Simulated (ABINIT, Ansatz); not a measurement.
# How the form of the self-energy moves the gap of PNO (Cc), part 2 of 2

How much does the gap of PNO (Cc) depend on the approximation to the self-energy?

ABINIT 10.8.3; LDA and many-body steps on it, plane waves. Known limits of the many-body steps: not at the basis limit; coarse k mesh.

So far. Step 5 (G0W0, von der Linden-Horsch plasmon pole): Against G0W0 in ABINIT (2×2×4 mesh, 65 bands, screening to 114.3 eV, Godby-Needs plasmon pole), the gap moves by +0.097 eV. Step 6 (G0W0, Engel-Farid plasmon pole): Against G0W0 in ABINIT (2×2×4 mesh, 65 bands, screening to 114.3 eV, Godby-Needs plasmon pole), the gap moves by +0.040 eV.

## 7. One-shot Hartree-Fock

This step: one-shot Hartree-Fock on LDA, plane waves, norm-conserving pseudopotentials.

run.abi

```
acell 3*1.0 Angstrom
rprim 
  3.278002254000 -3.286113380400 0.000000000000
  3.278002254000 3.286113380400 0.000000000000
  -3.028551860300 0.000000000000 3.488865954800
ntypat 3
znucl 15 7 8
natom 6
typat 1 1 2 2 3 3
xred 
  0.730409600000 0.010313920000 0.000167090000
  0.010313920000 0.730409600000 0.500167090000
  0.742864730000 0.382544620000 0.249632690000
  0.382544620000 0.742864730000 0.749632690000
  0.883089610000 0.000777520000 0.750200220000
  0.000777520000 0.883089610000 0.250200220000
pp_dirpath "pseudos"
pseudos "P.upf, N.upf, O.upf"
ecut 36
ngkpt 2 2 4
nshiftk 1
shiftk 0 0 0
kptopt 1
chksymbreak 0
istwfk *1
occopt 1
irdwfk 1
optdriver 4
nband 20
gwcalctyp 5
ecutsigx 36
symsigma 1
nkptgw 2
kptgw 
  0.5000000000 0.5000000000 0.0000000000
  0.0000000000 0.0000000000 0.0000000000
bdgw 
  15 18
  15 18
ixc_sigma 40
fftgw 31
indata_prefix "in"
outdata_prefix "out"
tmpdata_prefix "tmp"
```

Run with:

```bash
OMP_NUM_THREADS=1 mpirun -n 4 abinit run.abi > log
```

Numbers of over 12 decimals in the logs are rounded to 6 here.

What it wrote:

```text
.Version 10.8.3 of ABINIT. v10.8.2 released Aug 2026.

 Symmetries : space group Cc (#  9); Bravais mC (1-face-center monocl.)
[... echo of the input left out ...]
== DATASET  1 ==================================================================
-   mpi_nproc: 4, omp_nthreads: 1 (-1 if OMP is not activated)

--- !DatasetInfo
iteration_state: {dtset: 1, }
dimensions: {natom: 6, nkpt: 9, mband: 20, nsppol: 1, nspinor: 1, nspden: 1, mpw: 5252, }
cutoff_energies: {ecut:  36.0, pawecutdg:  -1.0, }
[...]
Band     E0 <VxcDFT>   SigX SigC(E0)      Z dSigC/dE  Sig(E)    E-E0       E
[...]
17   7.021 -12.331  -6.984   0.000   1.000   0.000  -6.984   5.347  12.368
       18   7.447 -12.883  -7.584   0.000   1.000   0.000  -7.584   5.300  12.747

== END DATASET(S) ==============================================================
================================================================================

 -outvars: echo values of variables after computation  --------
           etotal      0.0000000000E+00
            nband          20
             nkpt           9
          spgroup           9
 [... the other variables as echoed above ...]

 Calculation completed.
```

The job ended after 4.8 s (4 MPI ranks of Arm Neoverse N1, shared host; peak memory 0.2 GiB; 19 s of CPU time).

Numbers from this step:

- quasiparticle gap on the points computed: 14.33 eV
- starting gap on the mesh: 5.021 eV
- k of the valence top: 0.5, 0.5, 0
- k of the conduction bottom: 0, 0, 0
- least direct quasiparticle gap on the computed points: 15.05 eV

Against G0W0 in ABINIT (2×2×4 mesh, 65 bands, screening to 114.3 eV, Godby-Needs plasmon pole), the gap moves by +7.132 eV.

## 8. Screening, 2×2×4 mesh, 65 bands, screening to 114.3 eV

This step: RPA screening on LDA, plane waves, norm-conserving pseudopotentials.

run.abi, as its differences from that of step 7:

```diff
@@ -27,16 +27,14 @@
 irdwfk 1
-optdriver 4
-nband 20
-gwcalctyp 5
-ecutsigx 36
-symsigma 1
-nkptgw 2
-kptgw 
-  0.5000000000 0.5000000000 0.0000000000
-  0.0000000000 0.0000000000 0.0000000000
-bdgw 
-  15 18
-  15 18
-ixc_sigma 40
-fftgw 31
+optdriver 3
+nband 65
+ecuteps 4.2
+inclvkb 2
+awtr 1
+symchi 1
+gwcalctyp 2
+nfreqre 16
+freqremax 40 eV
+nfreqim 8
+spmeth 1
+nomegasf 120
 indata_prefix "in"
```

What it wrote:

```text
.Version 10.8.3 of ABINIT. v10.8.2 released Aug 2026.

 Symmetries : space group Cc (#  9); Bravais mC (1-face-center monocl.)
[... echo of the input left out ...]
== DATASET  1 ==================================================================
-   mpi_nproc: 4, omp_nthreads: 1 (-1 if OMP is not activated)

--- !DatasetInfo
iteration_state: {dtset: 1, }
dimensions: {natom: 6, nkpt: 9, mband: 65, nsppol: 1, nspinor: 1, nspden: 1, mpw: 5252, }
cutoff_energies: {ecut:  36.0, pawecutdg:  -1.0, }
electrons: {nelect:   3.20000000E+01, charge:   0.00000000E+00, occopt:   1.00000000E+00, tsmear:   1.00000000E-02, }

 SCREENING: Calculation of the susceptibility and dielectric matrices

 Based on a program developped by R.W. Godby, V. Olevano, G. Onida, and L. Reining.
 Incorporated in ABINIT by V. Olevano, G.-M. Rignanese, and M. Torrent.
.Using double precision arithmetic ; gwpc =  8

[... cell and pseudopotentials left out ...]
--------------------------------------------------------------------------------

 ==== K-mesh for the wavefunctions ====
 Number of points in the irreducible wedge :     9
[... list of points left out ...]
 Together with  2 symmetry operations and time-reversal symmetry
 yields    16 points in the full Brillouin Zone.

 ==== Q-mesh for the screening function ====
 Number of points in the irreducible wedge :     9
[... list of points left out ...]
 Together with  2 symmetry operations and time-reversal symmetry
 yields    16 points in the full Brillouin Zone.

 setmesh: FFT mesh size selected  =    27x   27x   24
          total number of points  =        17496

 vcoul_init : cutoff-mode = AUXILIARY_FUNCTION
 q-points for optical limit:   1
     1)      0.000010    0.000020    0.000030

- screening: taking advantage of time-reversal symmetry
- Maximum band index for partially occupied states nbvw = 16
- Remaining bands to be divided among processors   nbcw = 49
- Number of bands treated by each node ~12

 Number of electrons calculated from density =   32.0000; Expected =   32.0000
 average of density, n =  0.063088
 r_s =    1.5583
 omega_plasma =   24.2287 [eV]

 calculating chi0 at frequencies [eV] :
  1    0.000000E+00    0.000000E+00
  2    2.666667E+00    0.000000E+00
  3    5.333333E+00    0.000000E+00
[...]
23    0.000000E+00    6.170616E+01
 24    0.000000E+00    8.688294E+01

--------------------------------------------------------------------------------
  q-point number  1        q = ( 0.000000, 0.000000, 0.000000) [r.l.u.]
--------------------------------------------------------------------------------
[... chi0 elements left out ...]
  [... further frequencies ...]

 No. of calculated frequencies >  15, stop printing
 For q-point:  0.000010 0.000020 0.000030
  dielectric constant =   3.2378
  dielectric constant without local fields =   3.5232

  Average fulfillment of the sum rule on Im[epsilon] for q-point    1 :     44.46  [%]
[... wings left out ...]
  q-point number  2        q = ( 0.500000, 0.000000, 0.000000) [r.l.u.]
--------------------------------------------------------------------------------
[... chi0 elements left out ...]
  [... further frequencies ...]

 No. of calculated frequencies >  15, stop printing
  Average fulfillment of the sum rule on Im[epsilon] for q-point    2 :     54.66  [%]

 [... 7 further q-points ...]
```

Wall time 35 s (4 MPI ranks); peak memory 1.1 GiB.

This step gave:

| Property | Result |
| --- | --- |
| ε∞ with local fields, on this mesh, along the program's q direction | 3.238 |
| the same without local fields | 3.523 |
| plasma frequency | 24.23 eV |
| plane waves in the screening matrix | 199 |

## 9. G0W0, contour deformation

This step: G0W0 on LDA, plane waves, norm-conserving pseudopotentials.

run.abi, as its differences from that of step 8:

```diff
@@ -27,14 +27,16 @@
 irdwfk 1
-optdriver 3
+optdriver 4
 nband 65
+gwcalctyp 2
+ecutsigx 36
+symsigma 1
+nkptgw 2
+kptgw 
+  0.5000000000 0.5000000000 0.0000000000
+  0.0000000000 0.0000000000 0.0000000000
+bdgw 
+  15 18
+  15 18
 ecuteps 4.2
-inclvkb 2
-awtr 1
-symchi 1
-gwcalctyp 2
-nfreqre 16
-freqremax 40 eV
-nfreqim 8
-spmeth 1
-nomegasf 120
+irdscr 1
 indata_prefix "in"
```

What it wrote:

```text
.Version 10.8.3 of ABINIT. v10.8.2 released Aug 2026.

 Symmetries : space group Cc (#  9); Bravais mC (1-face-center monocl.)
[... echo of the input left out ...]
== DATASET  1 ==================================================================
-   mpi_nproc: 4, omp_nthreads: 1 (-1 if OMP is not activated)

--- !DatasetInfo
iteration_state: {dtset: 1, }
dimensions: {natom: 6, nkpt: 9, mband: 65, nsppol: 1, nspinor: 1, nspden: 1, mpw: 5252, }
cutoff_energies: {ecut:  36.0, pawecutdg:  -1.0, }
[...]
Band     E0 <VxcDFT>   SigX SigC(E0)      Z dSigC/dE  Sig(E)    E-E0       E
[...]
18   7.447 -12.883  -7.584  -3.303   0.839  -0.192 -11.208   1.676   9.123
       18   0.000   0.000   0.000  -0.000   0.000   0.000  -0.000  -0.000  -0.000

== END DATASET(S) ==============================================================
================================================================================

 -outvars: echo values of variables after computation  --------
           etotal      0.0000000000E+00
            nband          65
             nkpt           9
          spgroup           9
 [... the other variables as echoed above ...]

 Calculation completed.
```

The job ended after 7.5 s (4 MPI ranks; peak memory 0.87 GiB; 30 s of CPU time).

This step gave:

```
G0W0 gap on the points computed              : 7.197 eV
starting gap on the mesh                     : 5.021 eV
k of the valence top                         : 0.5, 0.5, 0
k of the conduction bottom                   : 0, 0, 0
least direct G0W0 gap on the computed points : 7.846 eV
```

Against G0W0 in ABINIT (2×2×4 mesh, 65 bands, screening to 114.3 eV, Godby-Needs plasmon pole), the gap moves by +0.002 eV.

## 10. Side by side

Times are wall times on 4 MPI ranks of Arm Neoverse N1, shared host, good to a factor of about two. A run's time includes the screening step that it read.

```
                                     run   mesh  bands  screening cutoff (eV)  DFT gap (eV)  gap on the mesh (eV)  direct (eV)  ε∞ used   time
          G0W0, Godby-Needs plasmon pole  2×2×4     65                  114.3         5.021                 7.195        7.854     3.24   37 s
G0W0, von der Linden-Horsch plasmon pole  2×2×4     65                  114.3         5.021                 7.292        7.984     3.24   35 s
          G0W0, Engel-Farid plasmon pole  2×2×4     65                  114.3         5.021                 7.235        7.901     3.24   35 s
                   one-shot Hartree-Fock  2×2×4      -                      -         5.021                14.327       15.048        -  4.8 s
               G0W0, contour deformation  2×2×4     65                  114.3         5.021                 7.197        7.846     3.24   43 s
```

## 11. Outcome

```json
{
 "G0W0, Godby-Needs plasmon pole": "7.195 eV",
 "G0W0, von der Linden-Horsch plasmon pole": "7.292 eV",
 "G0W0, Engel-Farid plasmon pole": "7.235 eV",
 "one-shot Hartree-Fock": "14.327 eV",
 "G0W0, contour deformation": "7.197 eV",
 "known limits": "not at the basis limit; coarse k mesh"
}
```

What this shows: G0W0, von der Linden-Horsch plasmon pole: +0.097 eV against G0W0, Godby-Needs plasmon pole. G0W0, Engel-Farid plasmon pole: +0.040 eV against G0W0, Godby-Needs plasmon pole. One-shot Hartree-Fock: +7.132 eV against G0W0, Godby-Needs plasmon pole. G0W0, contour deformation: +0.002 eV against G0W0, Godby-Needs plasmon pole. Bare exchange alone opens the gap to 14.33 eV; against G0W0, correlation takes back 7.13 eV. Bands and cutoff are finite, so the gap is not at the basis limit. The miss can reach some tenths of an eV and take either sign; the mesh is an error of its own. In the first G0W0 run levels were corrected at 2 k points alone, so a gap called «on the mesh» is the least over those, and an edge elsewhere would be missed. The 2×2×4 mesh is coarse for this cell, which bears on the long-range parts of exchange and screening.

[Paths, hosts, dates, memory and timing lines, banners, echoed tables and standing remarks are left out of the program output.]

[Logs are printed without paths, hosts, clocks, repeated set-up lines and the standing remarks that a program may print on its own settings, such as how far it seeks lower states.]

[Runs of the session that timed out or met a known fault of the program may be left out.]

[No measured gap is set beside runs whose start may be inverted or whose files or cutoffs have a known fault.]

[Hosts, paths, dates, database ids (printed as entryN), source tags and the programs' standing remarks are cut or masked in the printed files.]

[G0W0 gaps are taken among the corrected bands and points alone; a level outside them can change the order at an edge.]

[Where Ansatz stands beside ABINIT at settings called matched, ABINIT's density can come from a denser mesh and the files from another edition; pairs whose starting gaps differed by over 0.03 eV were left out, so agreement reads better than it is.]
